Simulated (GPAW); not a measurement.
# Work function of a 8-layer slab of Ir(100) at several levels, part 2 of 3

Aim: the work function of both faces of a 8-layer slab of Ir(100), and its spread over functionals and bases.

GPAW 26.7.0; GPAW, PAW setups; slab in vacuum, relaxation (the session's first sound run).

So far, upper work function (eV): step 2 (relaxation, PBE, GPAW) 5.54; step 3 (plane waves, PBE) 5.54; step 4 (self-consistent run: xc = "vdW-DF2", GPAW, PAW setups, GPAW) 5.81.

### 5. Self-consistent run: xc = "LDA"

The same geometry under LDA, to see how far the functional moves the levels against the vacuum.

run.py

```python
import json
import numpy as np
from ase import Atoms
from gpaw import GPAW, PW

slab = Atoms(
    ['Ir', 'Ir', 'Ir', 'Ir', 'Ir', 'Ir', 'Ir', 'Ir'],
    positions=[
        [1.35765, 1.35765, 8.00000],
        [0.00000, 0.00000, 9.92000],
        [1.35765, 1.35765, 11.84000],
        [0.00000, 0.00000, 13.76000],
        [1.35765, 1.35765, 15.70623],
        [0.00000, 0.00000, 17.64936],
        [1.35765, 1.35765, 19.61277],
        [-0.00000, 0.00000, 21.45720]],
    cell=[[2.71529, 0.0, 0.0], [0.0, 2.71529, 0.0], [0.0, 0.0, 29.44]],
    pbc=[True, True, False])

slab.calc = GPAW(mode=PW(400), xc='LDA', kpts={'size': (12, 12, 1), 'gamma': True},
                 occupations={'name': 'fermi-dirac', 'width': 0.1}, nbands='160%',
                 convergence={'density': 1e-05}, maxiter=200,
                 poissonsolver={'dipolelayer': 'xy'},
                 symmetry={'tolerance': 1e-3}, txt='slab.txt')
result = {}
energy = slab.get_potential_energy()
fermi = slab.calc.get_fermi_level()
v = slab.calc.get_electrostatic_potential().mean((0, 1)) - fermi
n = slab.calc.get_pseudo_density().mean((0, 1))
L = slab.cell[2, 2]
z = np.arange(len(v)) * L / len(v)
low, high = slab.positions[:, 2].min(), slab.positions[:, 2].max()
below, above = np.interp([low - 5.8, high + 5.8], z, v)
slopes = [np.interp(x, z, np.gradient(v, z)) for x in (low - 5.8, high + 5.8)]
eps = np.array([[slab.calc.get_eigenvalues(k, s) for k in range(len(slab.calc.get_ibz_k_points()))]
                for s in range(slab.calc.get_number_of_spins())]) - fermi
top, bottom = eps[eps < 0].max(), eps[eps > 0].min()
dipole = slab.get_dipole_moment()[2]
print(f'energy {energy:.4f} eV, Fermi level {fermi:.4f} eV, dipole {dipole:.5f} e A')
print(f'potential 5.8 A off the faces, from the Fermi level: lower {below:.4f} eV, upper {above:.4f} eV')
print(f'slope of the potential there: lower {slopes[0]:.5f}, upper {slopes[1]:.5f} eV/A')
print(f'nearest levels on the mesh: {top:.4f} and {bottom:.4f} eV')
print('magnetic moment', round(slab.get_magnetic_moment(), 3))
result.update(energy=energy, fermi=fermi, dipole=dipole, below=below, above=above, slopes=slopes, edges=[top, bottom],
              z=z.tolist(), v=v.tolist(), n=n.tolist(), positions=slab.positions.tolist(),
              forces=slab.get_forces(apply_constraint=False).tolist(), moments=slab.get_magnetic_moments().tolist())
json.dump(result, open('result.json', 'w'))
```

The run is started by

```
$ OMP_NUM_THREADS=1 OPENBLAS_NUM_THREADS=1 python run.py
```

The program printed:

```text
energy -83.3298 eV, Fermi level 4.7437 eV, dipole 0.00015 e A
potential 5.8 A off the faces, from the Fermi level: lower 5.8872 eV, upper 5.8848 eV
slope of the potential there: lower -0.00020, upper 0.00011 eV/A
nearest levels on the mesh: -0.0010 and 0.0104 eV
magnetic moment 0.0
```

Wall time 9.3 min (1 thread of Intel Xeon Platinum 8488C (Sapphire Rapids), shared host); peak memory 0.38 GiB.

This step gave:

- dipole along the normal: 1.53e-4 e·Å
- levels nearest the Fermi level on the mesh: -0.001025, 0.01044 eV from the Fermi level
- upper work function: 5.885 eV
- lower work function: 5.887 eV

The upper face's work function is 5.885 eV, against 5.539 eV in the first plane-wave PBE run at this geometry.

### 6. Self-consistent run: xc = "revPBE"

The same geometry under revPBE, to see how far the functional moves the levels against the vacuum.

run.py, as its differences from that of step 5:

```diff
@@ -19,3 +19,3 @@
 
-slab.calc = GPAW(mode=PW(400), xc='LDA', kpts={'size': (12, 12, 1), 'gamma': True},
+slab.calc = GPAW(mode=PW(400), xc='revPBE', kpts={'size': (12, 12, 1), 'gamma': True},
                  occupations={'name': 'fermi-dirac', 'width': 0.1}, nbands='160%',
```

The program printed:

```text
energy -68.1958 eV, Fermi level 5.1769 eV, dipole -0.00001 e A
potential 5.8 A off the faces, from the Fermi level: lower 5.4050 eV, upper 5.4068 eV
slope of the potential there: lower -0.00013, upper 0.00013 eV/A
nearest levels on the mesh: -0.0032 and 0.0211 eV
magnetic moment 0.0
```

The job ended after 5.9 min (1 thread; peak memory 0.38 GiB).

Numbers from this step:

```yaml
dipole_along_the_normal: -1.43e-5 e·Å
levels_nearest_the_fermi_level_on_the_mesh: -0.003238, 0.02115 eV from the Fermi level
upper_work_function: 5.407 eV
lower_work_function: 5.405 eV
```

The upper face's work function is 5.407 eV, against 5.539 eV in the first plane-wave PBE run at this geometry.

### 7. Self-consistent run: xc = "RPBE"

The same geometry under RPBE, to see how far the functional moves the levels against the vacuum.

run.py, as its differences from that of step 6:

```diff
@@ -19,3 +19,3 @@
 
-slab.calc = GPAW(mode=PW(400), xc='revPBE', kpts={'size': (12, 12, 1), 'gamma': True},
+slab.calc = GPAW(mode=PW(400), xc='RPBE', kpts={'size': (12, 12, 1), 'gamma': True},
                  occupations={'name': 'fermi-dirac', 'width': 0.1}, nbands='160%',
```

The program printed:

```text
energy -67.2769 eV, Fermi level 5.1976 eV, dipole -0.00001 e A
potential 5.8 A off the faces, from the Fermi level: lower 5.3862 eV, upper 5.3878 eV
slope of the potential there: lower -0.00014, upper 0.00014 eV/A
nearest levels on the mesh: -0.0033 and 0.0215 eV
magnetic moment 0.0
```

Wall time 6 min (1 thread); peak memory 0.38 GiB.

Numbers from this step:

| Quantity | Value |
| --- | --- |
| dipole along the normal | -5.10e-6 e·Å |
| levels nearest the Fermi level on the mesh | -0.003268, 0.02146 eV from the Fermi level |
| upper work function | 5.388 eV |
| lower work function | 5.386 eV |

The electrostatic potential energy of an electron (without an applied field's), less the Fermi level, planar mean oscillates, so the rows of the table below give means over windows of 1.89 Å about each position, cut where the curve ends. Its maxima inside the range that stand out by 2 % of the span (Å: eV): 8.9: -4.41, 10.8: -4.91, 12.8: -4.84, 14.7: -4.42, 16.7: -4.51, 18.6: -4.21, 20.5: -5.65. Its minima: 8.0: -26.0, 9.9: -26.7, 11.9: -26.7, 13.8: -26.7, 15.7: -26.6, 17.7: -26.7, 19.7: -26.7, 21.4: -26.2.

The electrostatic potential energy of an electron (without an applied field's), less the Fermi level, planar mean by z; means over each step:

```
z (Å)  electrostatic potential energy of an electron (without an applied field's), less the Fermi level, planar mean (eV)
 0.94                                                                                                                5.39
 2.83                                                                                                                5.39
 4.73                                                                                                                5.36
 6.62                                                                                                                1.25
 8.51                                                                                                               -14.4
10.40                                                                                                               -15.0
12.29                                                                                                               -15.0
14.18                                                                                                               -14.8
16.07                                                                                                               -14.8
17.96                                                                                                               -14.8
19.85                                                                                                               -15.3
21.74                                                                                                               -13.0
23.62                                                                                                                4.87
25.52                                                                                                                5.38
27.41                                                                                                                5.39
29.30                                                                                                                5.39
```

The upper face's work function is 5.388 eV, against 5.539 eV in the first plane-wave PBE run at this geometry.

### 8. OptPBE vdW: xc = "optPBE-vdW"

The same geometry under optPBE-vdW, to see how far the functional moves the levels against the vacuum (the van der Waals functionals take revPBE setups).

run.py, as its differences from that of step 7:

```diff
@@ -19,3 +19,3 @@
 
-slab.calc = GPAW(mode=PW(400), xc='RPBE', kpts={'size': (12, 12, 1), 'gamma': True},
+slab.calc = GPAW(mode=PW(400), xc='optPBE-vdW', kpts={'size': (12, 12, 1), 'gamma': True},
                  occupations={'name': 'fermi-dirac', 'width': 0.1}, nbands='160%',
```

The program printed:

```text
energy -202.4455 eV, Fermi level 4.9962 eV, dipole -0.00005 e A
potential 5.8 A off the faces, from the Fermi level: lower 5.6968 eV, upper 5.6993 eV
slope of the potential there: lower -0.00015, upper 0.00015 eV/A
nearest levels on the mesh: -0.0077 and 0.0226 eV
magnetic moment 0.0
```

Elapsed: 5.8 min, on 1 thread; peak memory 0.52 GiB.

Numbers from this step:

```
dipole along the normal                    : -4.59e-5 e·Å
levels nearest the Fermi level on the mesh : -0.007718, 0.02265 eV from the Fermi level
upper work function                        : 5.699 eV
lower work function                        : 5.697 eV
```

The electrostatic potential energy of an electron (without an applied field's), less the Fermi level, planar mean oscillates, so the rows of the table below give means over windows of 1.89 Å about each position, cut where the curve ends. Its maxima inside the range that stand out by 2 % of the span (Å: eV): 8.9: -4.36, 10.8: -4.85, 12.8: -4.78, 14.7: -4.36, 16.7: -4.45, 18.6: -4.15, 20.5: -5.60. Its minima: 8.0: -25.9, 9.9: -26.5, 11.9: -26.5, 13.8: -26.6, 15.7: -26.4, 17.7: -26.5, 19.7: -26.5, 21.4: -26.0.

Table of electrostatic potential energy of an electron (without an applied field's), less the Fermi level, planar mean by z; means over each step:

```
z (Å)  electrostatic potential energy of an electron (without an applied field's), less the Fermi level, planar mean (eV)
 0.94                                                                                                                5.70
 2.83                                                                                                                5.70
 4.73                                                                                                                5.66
 6.62                                                                                                                1.44
 8.51                                                                                                               -14.3
10.40                                                                                                               -14.9
12.29                                                                                                               -14.9
14.18                                                                                                               -14.7
16.07                                                                                                               -14.7
17.96                                                                                                               -14.6
19.85                                                                                                               -15.2
21.74                                                                                                               -12.8
23.62                                                                                                                5.14
25.52                                                                                                                5.69
27.41                                                                                                                5.70
29.30                                                                                                                5.70
```

The upper face's work function is 5.699 eV, against 5.539 eV in the first plane-wave PBE run at this geometry.

### 9. Real-space grid: mode = "fd"

A real-space grid is a second complete basis, so it checks the plane-wave result.

run.py, as its differences from that of step 8:

```diff
@@ -3,3 +3,3 @@
 from ase import Atoms
-from gpaw import GPAW, PW
+from gpaw import GPAW
 
@@ -19,3 +19,3 @@
 
-slab.calc = GPAW(mode=PW(400), xc='optPBE-vdW', kpts={'size': (12, 12, 1), 'gamma': True},
+slab.calc = GPAW(mode='fd', h=0.18, xc='PBE', kpts={'size': (12, 12, 1), 'gamma': True},
                  occupations={'name': 'fermi-dirac', 'width': 0.1}, nbands='160%',
```

The program printed:

```text
energy -72.5534 eV, Fermi level -5.5393 eV, dipole -0.00003 e A
potential 5.8 A off the faces, from the Fermi level: lower 5.5389 eV, upper 5.5396 eV
slope of the potential there: lower -0.00003, upper 0.00003 eV/A
nearest levels on the mesh: -0.0037 and 0.0213 eV
magnetic moment 0.0
```

Run time: 56 min. Hardware: 1 thread; peak memory 2.6 GiB.

Numbers from this step:

- dipole along the normal: -3.02e-5 e·Å
- levels nearest the Fermi level on the mesh: -0.003728, 0.02127 eV from the Fermi level
- upper work function: 5.540 eV
- lower work function: 5.539 eV

The upper face's work function is 5.540 eV, against 5.539 eV in the first plane-wave PBE run at this geometry.

### 10. Atomic orbitals: mode = "lcao"

Atom-centred orbitals end a few angstrom from the surface, which tests how much the density's tail matters.

run.py, as its differences from that of step 9:

```diff
@@ -19,4 +19,4 @@
 
-slab.calc = GPAW(mode='fd', h=0.18, xc='PBE', kpts={'size': (12, 12, 1), 'gamma': True},
-                 occupations={'name': 'fermi-dirac', 'width': 0.1}, nbands='160%',
+slab.calc = GPAW(mode='lcao', basis='dzp', h=0.18, xc='PBE', kpts={'size': (12, 12, 1), 'gamma': True},
+                 occupations={'name': 'fermi-dirac', 'width': 0.1}, nbands='120%',
                  convergence={'density': 1e-05}, maxiter=200,
```

The program printed:

```text
energy -69.7096 eV, Fermi level -5.5714 eV, dipole -0.00024 e A
potential 5.8 A off the faces, from the Fermi level: lower 5.5685 eV, upper 5.5744 eV
slope of the potential there: lower -0.00000, upper 0.00000 eV/A
nearest levels on the mesh: -0.0006 and 0.0074 eV
magnetic moment 0.0
```

It took 79 min on 1 thread; peak memory 0.69 GiB.

Numbers from this step:

| Item | Value |
| --- | --- |
| dipole along the normal | -2.42e-4 e·Å |
| levels nearest the Fermi level on the mesh | -5.72e-4, 0.007376 eV from the Fermi level |
| upper work function | 5.574 eV |
| lower work function | 5.568 eV |

The electrostatic potential energy of an electron (without an applied field's), less the Fermi level, planar mean oscillates, so the rows of the table below give means over windows of 1.93 Å about each position, cut where the curve ends. Its maxima inside the range that stand out by 2 % of the span (Å: eV): 9.0: -4.47, 10.9: -4.79, 12.8: -4.82, 14.7: -4.37, 16.7: -4.41, 18.7: -4.20, 20.6: -5.69. Its minima: 8.0: -26.1, 9.9: -26.6, 11.8: -26.8, 13.7: -26.7, 15.7: -26.7, 17.7: -26.6, 19.7: -26.7, 21.4: -25.6.

Electrostatic potential energy of an electron (without an applied field's), less the Fermi level, planar mean against z; means over each step:

```
z (Å)  electrostatic potential energy of an electron (without an applied field's), less the Fermi level, planar mean (eV)
 0.96                                                                                                                5.57
 2.90                                                                                                                5.57
 4.83                                                                                                                5.53
 6.76                                                                                                              -0.349
 8.69                                                                                                               -14.6
10.62                                                                                                               -14.9
12.55                                                                                                               -15.0
14.48                                                                                                               -14.6
16.41                                                                                                               -14.7
18.34                                                                                                               -14.3
20.27                                                                                                               -15.8
22.20                                                                                                               -8.13
24.13                                                                                                                5.44
26.06                                                                                                                5.57
27.99                                                                                                                5.57
```

The upper face's work function is 5.574 eV, against 5.539 eV in the first plane-wave PBE run at this geometry.

(Continued in part 3 of 3.)

[Logs are printed without paths, hosts, clocks, repeated set-up lines and the standing remarks that a program may print on its own settings, such as how far it seeks lower states.]

[Hosts, paths, dates, database ids (printed as entryN), source tags and the programs' standing remarks are cut or masked in the printed files.]
